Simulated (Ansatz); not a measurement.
# Quasi-harmonic thermodynamics of Cu (Copper, Fm-3m), part 3 of 4

How much does Cu (Copper) expand with temperature?

Measurements to reproduce:
- heat capacity C_P per formula unit 24.5 J/mol/K near room temperature (given in “High-Throughput Prediction of Finite-Temperature Properties using the Quasi-Harmonic Approximation”, 2016, arXiv:1603.06924)

Ansatz 0.2.0; DFT LDA, scalar-relativistic, plane waves, PAW (the session's first sound run).

So far. Step 6 (Phonons on strained cells): At 298 K the volume expansion is 41.9 × 10⁻⁶/K and B_T is 176 GPa. The q-mesh is coarse, so this is a first estimate. The program raised the cutoff to 487.2 eV by itself: with no cutoff typed, the study takes about 1.16 times the default for its relaxations and scales it with the volume for the phonons.

### 8. The quasi-harmonic study, q-mesh 6×6×6

The study relaxes the crystal at several strains, solves the phonons on some of them and minimises the free energy at each temperature (static energy, vibrations, the electrons in a metal, and PV under a set pressure); the q-mesh sets how far the force constants reach.

This step: DFT LDA, scalar-relativistic, plane waves, PAW (Ansatz 0.2.0).

File input.yaml:

```yaml
crystal:
  lattice:
    - [0.0, 1.7592976432, 1.7592976432]
    - [1.7592976432, 0.0, 1.7592976432]
    - [1.7592976432, 1.7592976432, 0.0]
  atoms:
    - { symbol: Cu, position: [0.0, 0.0, 0.0] }
kpoints:
  mp_grid: { grid: [24, 24, 24] }
hamiltonian:
  xc: lda
scf:
  occupations: { method: methfessel_paxton, width: 0.2 }
  lower_state_search: "off"
output:
  eigenvalues: true
phonons:
  method: dfpt
  qmesh: [6, 6, 6]
  temperatures: { t_max: 1200.0, t_step: 50 }
  thermal_expansion: {}
```

Run with:

```
$ ansatz run input.yaml --threads 8 --pin off --max-ram 16384MiB --backend cpu --events-out ev --progress --plain --runs-dir out
```

Numbers of over 12 decimals in the logs are rounded to 6 here.

The program printed:

```text
The last accepted step is kept in <dir> (removed where the run ends without a failure and the disk answers)
Engine: ansatz 0.2.0, aarch64-unknown-linux-gnu
Pseudopotentials: kind: paw
Pseudopotential: Cu, paw, valence charge 19, recommended cutoff 420 eV (normal), Cu.paw.azcp
Functional definition: SPW92
  exchange = slater_x
  correlation = pw_c
Crystal: 1 atoms, lattice volume = 10.891 Å³
Basis set: ecut = 487.2 eV, 283 PW (Γ), exchange–correlation on 36×36×36 points (8 copies of the dense FFT grid, shifted against one another)
Bands: 14, of which v1, the nominal top of the filled ones, is band 10 counted from 1 (9 counted from 0)
Symmetry: 48 space group operations
Space group: Fm-3m (ITA 225), of the structure as read, at distance tolerance 2.2e-5 Å
k-points: 413 of 13824
Non-local potential: Cu, projectors of the file, l = 0: 3, l = 1: 2, l = 2: 3, l = 3: 1
PAW form: soft (Blöchl's): semilocal exchange-correlation on the pseudo side does not see the compensation charge
PAW frozen core: Cu, regenerated for the run's functional, and the local potential with it (the file was generated under x = pbe(κ = 0.804, μ = 0.219515), c = pbe(β = 0.066725))
PAW one-centre angular grid: Cu, 590 points (default); XC on 64 Gauss nodes
Initial density: superposition of atomic densities (neutral atoms: chi_scale 0, normalization atom), corrected by the library's trained network
Initial wavefunctions: pseudopotential atomic-orbital guess
Functional: x = slater, c = lda
SCF iter   1: F=—  HF=-6555.730272 eV  |F-HF|=—  |Δ(HF+E_count)|=         —  Δρ=2.27e-2  dr2=2.40e-2  ethr=1.77e-3  ⟨swp⟩=4.9  Hψ=28800  notcnv=0
preconditioner: auto → none  [metal: Δε(μ)=0.027 eV  Ē_g=17.940 eV  σ=0.200 eV  W_gap=0.11  n_scr=0 (ndim 8)  ℏωp=37.3 eV  f_vac=0.000  D(μ)=0.28/eV (n_scr^D=0)]
SCF iter   2: F=—  HF=-6555.723481 eV  |F-HF|=—  |Δ(HF+E_count)|=   6.79e-3  S|Δr|=    0.00e0  Δρ=2.17e-3  dr2=4.14e-4  ethr=1.26e-4  ⟨swp⟩=2.6  Hψ=12110  notcnv=0  defer=64
SCF iter   3: F=—  HF=-6555.723389 eV  |F-HF|=—  |Δ(HF+E_count)|=   9.21e-5  S|Δr|=    0.00e0  Δρ=1.45e-3  dr2=5.93e-5  ethr=2.18e-6  ⟨swp⟩=2.1  Hψ=7847  notcnv=0  defer=64
SCF iter   4: F=—  HF=-6555.723412 eV  |F-HF|=—  |Δ(HF+E_count)|=   2.37e-5  S|Δr|=    0.00e0  Δρ=6.79e-5  dr2=2.31e-7  ethr=3.12e-7  ⟨swp⟩=1.2  Hψ=6332  notcnv=0  defer=64
SCF iter   5: F=—  HF=-6555.723413 eV  |F-HF|=—  |Δ(HF+E_count)|=   5.55e-7  S|Δr|=    0.00e0  Δρ=5.34e-6  dr2=5.13e-10  ethr=1.22e-9  ⟨swp⟩=2.1  Hψ=8742  notcnv=0  defer=64
SCF iter   6: F=—  HF=-6555.723413 eV  |F-HF|=—  |Δ(HF+E_count)|=  8.74e-10  S|Δr|=    0.00e0  Δρ=2.49e-7  dr2=1.68e-12  ethr=1.00e-12  ⟨swp⟩=7.0  Hψ=27222  notcnv=0
[...]
Entropy (-TS):   0.000243 eV (0.243 meV/atom)
Fermi energy:    18.165583 eV
--- Per-component energies (eV) ---
  E_band       = -333.867488
  E_kinetic    = 301.593710
  E_local      = -3902.519874  (includes V_loc(G=0)·N_el)
  E_nonlocal   = 393.542167
  E_hartree    = 1720.357089
  E_xc         = -89.910033
  E_vxc        = -116.620467  (∫ρ·V_xc dr)
  E_paw        = -1592.464467  (= ΣΔE_a)
  E_vpaw       = -450.577330  (= ΣTr[D̂ρ^β])
  E_aug_tail   = 0.000125  (compensation charges beyond the density's cutoff)
  E_ewald      = -3386.772033
  E_core_change = 0.449660  (= ΣΔE_core)
  E_smearing   = 0.000243  (= −TS)
  E_closure    = -0.000000  (closes the sum)
  Σ components = -6555.723413   (vs F -6555.723413, Δ=0.00e0)
--- Forces (eV/Å), atoms counted from 1 ---
  atom   1  Cu    -0.00000000     0.00000000     0.00000000
  max |Σ_I F_I| component: 1.15e-31 eV/Å
--- Stress (GPa, compression-positive) ---
       -0.038542       0.000000      -0.000000
        0.000000      -0.038542       0.000000
        0.000000      -0.000000      -0.038542
  P = ⅓ Tr σ = -0.0385 GPa (-0.385 kbar)
--- Band table (eV; the first three rows and the last of 413) ---
  k-point 0: bands = [... 6 lower, 14.8409, 14.8409, 15.8035, 15.8035, 41.5087, 44.4340, 44.4340, 44.4340]
  k-point 1: bands = [... 6 lower, 14.8550, 14.8550, 15.7977, 15.7977, 41.2182, 43.3989, 44.2137, 44.2137]
  k-point 2: bands = [... 6 lower, 14.8941, 14.8941, 15.7832, 15.7832, 39.8772, 42.5219, 43.7409, 43.7409]
  k-point 412: bands = [... 6 lower, 14.2518, 15.7501, 16.6188, 24.6299, 24.6299, 26.9114, 27.5424, 47.5232]
── thermal expansion: 3 new cells, 3 in all ──
thermal expansion: relaxation of cell 2
thermal expansion: relaxation of cell 3
── thermal expansion: 2 new cells, 5 in all ──
thermal expansion: relaxation of cell 4
thermal expansion: electrons of cell 4
thermal expansion: phonons of cell 4
thermal expansion: relaxation of cell 5
thermal expansion: electrons of cell 1
thermal expansion: electrons of cell 2
thermal expansion: electrons of cell 3
thermal expansion: electrons of cell 5
thermal expansion: phonons of cell 5
── thermal expansion: 7 new cells, 12 in all ──
thermal expansion: relaxation of cell 6
thermal expansion: relaxation of cell 7
thermal expansion: relaxation of cell 8
thermal expansion: relaxation of cell 9
thermal expansion: relaxation of cell 10
thermal expansion: relaxation of cell 11
thermal expansion: relaxation of cell 12
thermal expansion: electrons of cell 6
thermal expansion: electrons of cell 7
thermal expansion: electrons of cell 8
thermal expansion: electrons of cell 9
thermal expansion: electrons of cell 10
thermal expansion: electrons of cell 11
thermal expansion: electrons of cell 12
thermal expansion: phonons of cell 6
thermal expansion: phonons of cell 7
this run last wrote the structure of step 1 to <dir>
--- Relaxed structure (1 steps of the walk, 1 accepted, 0 SCFs on fresh bases) ---
  F+E_penalty+E_count = -6555.72341277 eV   max|allowed force component| = 0.000e0 eV/Å
  atoms:
    - { symbol: Cu, position: [0.0, 0.0, 0.0] }
--- Thermal expansion: 12 cells in 3 rounds, 0 GPa ---
  no lower state was looked for at cell 4: scf.lower_state_search: off
  not told: in the phonons of cell 7: cancelled by the caller ahead of an NSCF pass
Error: SIGTERM received: cancelled by the caller ahead of an NSCF pass
[key lines of the parts left out:]
SCF converged after 7 iterations
Free energy (F): -6555.723413 eV
```

The job ended after 42 min (8 threads of Arm Neoverse V1, shared host; peak memory 6.5 GiB).

The run was cut off at its time limit.

The program's message: “cancelled by the caller ahead of an NSCF pass”

### 9. A new level, relaxed again

The functional, the potentials or the cutoff change, so the crystal is relaxed again at the new setting.

This step: DFT PBE, scalar-relativistic, plane waves, PAW (Ansatz 0.2.0).

input.yaml, the sections that differ from step 8:

```yaml
hamiltonian:
  xc: pbe
output:
  forces: true
  stress: true
  eigenvalues: true
relax:
  adjacent_minimum: "off"
  f_tol: 0.001
  max_steps: 60
  cell: { stress_tol: 0.01 }
# crystal, kpoints, scf: as in step 8
# phonons: removed
```

The program printed:

```text
[...]
Crystal: 1 atoms, lattice volume = 10.891 Å³
Basis set: ecut = 420 eV, 181 PW (Γ), exchange–correlation on 36×36×36 points (8 copies of the dense FFT grid, shifted against one another)
Bands: 14, of which v1, the nominal top of the filled ones, is band 10 counted from 1 (9 counted from 0)
Symmetry: 48 space group operations
[...]
k-points: 413 of 13824
[...]
SCF iter   1: F=—  HF=-6625.124637 eV  |F-HF|=—  |Δ(HF+E_count)|=         —  Δρ=1.91e-3  dr2=2.25e-4  ethr=1.77e-3  ⟨swp⟩=4.8  Hψ=28492  notcnv=0
[...]
SCF iter   4: F=-6625.124714 eV  HF=-6625.124714 eV  |F-HF|=5.43e-9  |Δ(HF+E_count)|=   3.14e-6  S|Δr|=    0.00e0  Δρ=1.38e-5  dr2=4.19e-9  ethr=5.26e-10  ⟨swp⟩=3.7  Hψ=23657  notcnv=0
SCF 1 converged in 4 iterations: F = -6625.124714 eV  dr2 = 4.19e-9
[...]
relax step   1: F+E_penalty+E_count = -6625.12471440 eV  Δ(F+E_penalty+E_count) = +0.000e0 eV  max|allowed force component| = 0.000e0 eV/Å  Δτ_max = 0.0000 Å  P = +16.657 GPa  Ω = 10.891 Å³  (4 SCF iters, dr2 threshold 1.00e-7 eV, accepted)
Crystal: 1 atoms, lattice volume = 11.348 Å³
Basis set: ecut = 420 eV, 229 PW (Γ), exchange–correlation on 36×36×36 points (8 copies of the dense FFT grid, shifted against one another)
[...]
SCF iter   5: F=-6625.159670 eV  HF=-6625.159670 eV  |F-HF|=5.37e-9  |Δ(HF+E_count)|=   1.31e-6  S|Δr|=    0.00e0  Δρ=9.05e-6  dr2=5.21e-9  ethr=5.26e-10  ⟨swp⟩=5.1  Hψ=28760  notcnv=0
SCF 2 converged in 5 iterations: F = -6625.159670 eV  dr2 = 5.21e-9
relax step   2: F+E_penalty+E_count = -6625.15967018 eV  Δ(F+E_penalty+E_count) = -3.496e-2 eV  max|allowed force component| = 0.000e0 eV/Å  Δτ_max = 0.0000 Å  P = +8.468 GPa  Ω = 11.348 Å³  energy of the carried Pulay correction = -4.446e-4 eV  (5 SCF iters, dr2 threshold 1.00e-7 eV, accepted)
Crystal: 1 atoms, lattice volume = 11.862 Å³
Basis set: ecut = 420 eV, 259 PW (Γ), exchange–correlation on 36×36×36 points (8 copies of the dense FFT grid, shifted against one another)
[...]
SCF iter   5: F=-6625.174254 eV  HF=-6625.174254 eV  |F-HF|=4.23e-9  |Δ(HF+E_count)|=   1.07e-6  S|Δr|=    0.00e0  Δρ=6.76e-6  dr2=1.93e-9  ethr=5.26e-10  ⟨swp⟩=5.5  Hψ=29288  notcnv=0
SCF 3 converged in 5 iterations: F = -6625.174254 eV  dr2 = 1.93e-9
relax step   3: F+E_penalty+E_count = -6625.17425352 eV  Δ(F+E_penalty+E_count) = -1.458e-2 eV  max|allowed force component| = 0.000e0 eV/Å  Δτ_max = 0.0000 Å  P = +1.211 GPa  Ω = 11.862 Å³  energy of the carried Pulay correction = -9.238e-4 eV  (5 SCF iters, dr2 threshold 1.00e-7 eV, accepted)
[...]
relax step   4: F+E_penalty+E_count = -6625.17453628 eV  Δ(F+E_penalty+E_count) = -2.828e-4 eV  max|allowed force component| = 0.000e0 eV/Å  Δτ_max = 0.0000 Å  P = -0.011 GPa  Ω = 11.963 Å³  energy of the carried Pulay correction = -1.015e-3 eV  (4 SCF iters, dr2 threshold 1.00e-7 eV, accepted)
[...]
relax step   5: F+E_penalty+E_count = -6625.17453714 eV  Δ(F+E_penalty+E_count) = -8.574e-7 eV  max|allowed force component| = 0.000e0 eV/Å  Δτ_max = 0.0000 Å  P = -0.001 GPa  Ω = 11.962 Å³  energy of the carried Pulay correction = -1.014e-3 eV  (4 SCF iters, dr2 threshold 2.93e-10 eV, accepted)
[...]
relax step   6: F+E_penalty+E_count = -6625.17520363 eV  Δ(F+E_penalty+E_count) = -6.665e-4 eV  max|allowed force component| = 0.000e0 eV/Å  Δτ_max = 0.0000 Å  P = -0.071 GPa  Ω = 11.962 Å³  stress off target by 7.07e-2 GPa  SCF on the basis re-selected at this cell (its energy is not comparable with the rows above)  (6 SCF iters)
[...]
relax step   7: F+E_penalty+E_count = -6625.17520955 eV  Δ(F+E_penalty+E_count) = -5.923e-6 eV  max|allowed force component| = 0.000e0 eV/Å  Δτ_max = 0.0000 Å  P = -0.000 GPa  Ω = 11.956 Å³  energy of the carried Pulay correction = +4.592e-6 eV  (3 SCF iters, dr2 threshold 1.25e-8 eV, accepted)
[...]
SCF iter   5: F=-6625.175204 eV  HF=-6625.175204 eV  |F-HF|=9.09e-13  |Δ(HF+E_count)|=  1.82e-12  S|Δr|=    0.00e0  Δρ=4.99e-8  dr2=1.57e-13  ethr=1.00e-12  ⟨swp⟩=4.1  Hψ=18982  notcnv=0
SCF 8 converged in 5 iterations: F = -6625.175204 eV  dr2 = 1.57e-13
relax step   8: F+E_penalty+E_count = -6625.17520434 eV  Δ(F+E_penalty+E_count) = +5.210e-6 eV  max|allowed force component| = 0.000e0 eV/Å  Δτ_max = 0.0000 Å  P = +0.001 GPa  Ω = 11.956 Å³  stress off target by 7.51e-4 GPa  SCF on the basis re-selected at this cell (its energy is not comparable with the rows above)  (5 SCF iters)
[...]
SCF converged after 5 iterations
[...]
Free energy (F): -6625.175204 eV
[...]
Internal energy: -6625.175916 eV  (E = F + TS)
E sigma→0 (E₀):  -6625.175382 eV
Entropy (-TS):   0.000711 eV (0.711 meV/atom)
Fermi energy:    16.519569 eV
[...]
--- Stress (GPa, compression-positive) ---
        0.000751      -0.000000       0.000000
       -0.000000       0.000751      -0.000000
        0.000000      -0.000000       0.000751
  P = ⅓ Tr σ = 0.0008 GPa (0.008 kbar)
--- Band table (eV; the first three rows and the last of 413) ---
  k-point 0: bands = [... 6 lower, 13.5427, 13.5427, 14.3603, 14.3603, 39.0124, 41.4188, 41.4188, 41.4188]
  k-point 1: bands = [... 6 lower, 13.5549, 13.5549, 14.3554, 14.3554, 38.6777, 40.4575, 41.1988, 41.1988]
  k-point 2: bands = [... 6 lower, 13.5887, 13.5887, 14.3432, 14.3432, 37.2025, 39.7819, 40.7319, 40.7319]
  k-point 412: bands = [... 6 lower, 13.0343, 14.3180, 15.0686, 22.6384, 22.6384, 24.7475, 25.1417, 44.4825]
--- Relaxed structure (6 steps of the walk, 6 accepted, 2 SCFs on fresh bases) ---
[...]
cell:  # Å, volume = 11.9562 Å³
    - [0, 1.814908, 1.814908]
    - [1.814908, 0, 1.814908]
    - [1.814908, 1.814908, 0]
  atoms:
    - { symbol: Cu, position: [0.0, 0.0, 0.0] }
```

It took 5.5 s on 8 threads; peak memory 0.39 GiB.

Step by step:

| step | energy less that of the first step (eV) | largest force component (eV/Å) | pressure (GPa) | volume (Å³) |
| --- | --- | --- | --- | --- |
| 1 | 0.0000 | 0.0000 | 16.66 | 10.89 |
| 2 | -0.0350 | 0.0000 | 8.47 | 11.35 |
| 3 | -0.0495 | 0.0000 | 1.21 | 11.86 |
| 4 | -0.0498 | 0.0000 | -0.01 | 11.96 |
| 5 | -0.0498 | 0.0000 | 0.00 | 11.96 |
| 6* | -0.0505 | 0.0000 | -0.07 | 11.96 |
| 7 | -0.0505 | 0.0000 | 0.00 | 11.96 |
| 8* | -0.0505 | 0.0000 | 0.00 | 11.96 |

Relaxation steps marked * repeat the geometry before them on a plane-wave basis chosen anew for their cell, so energy and pressure can jump there.

| conventional cell, symmetrised | before | after | change |
| --- | --- | --- | --- |
| a (Å) | 3.519 | 3.630 | +3.2 % |
| b (Å) | 3.519 | 3.630 | +3.2 % |
| c (Å) | 3.519 | 3.630 | +3.2 % |
| volume (Å³/atom) | 10.89 | 11.96 | +9.8 % |

Final coordinates:

```xyz
1
Lattice="0.0000 1.8149 1.8149 1.8149 0.0000 1.8149 1.8149 1.8149 0.0000" Properties=species:S:1:pos:R:3 pbc="T T T"
Cu    0.0000    0.0000    0.0000
```

Numbers from this step:

```
pressure        : 7.51e-4 GPa
volume per atom : 11.96 Å³/atom
```

The residual pressure is 7.5e-4 GPa, small enough for phonons.

(Part 3 of 4 ends here.)

[Logs are printed without paths, hosts, clocks, repeated set-up lines and the standing remarks that a program may print on its own settings, such as how far it seeks lower states.]

[Hosts, paths, dates, database ids (printed as entryN), source tags and the programs' standing remarks are cut or masked in the printed files.]

[A step with changed settings may run another functional than the one named; its input shows which.]
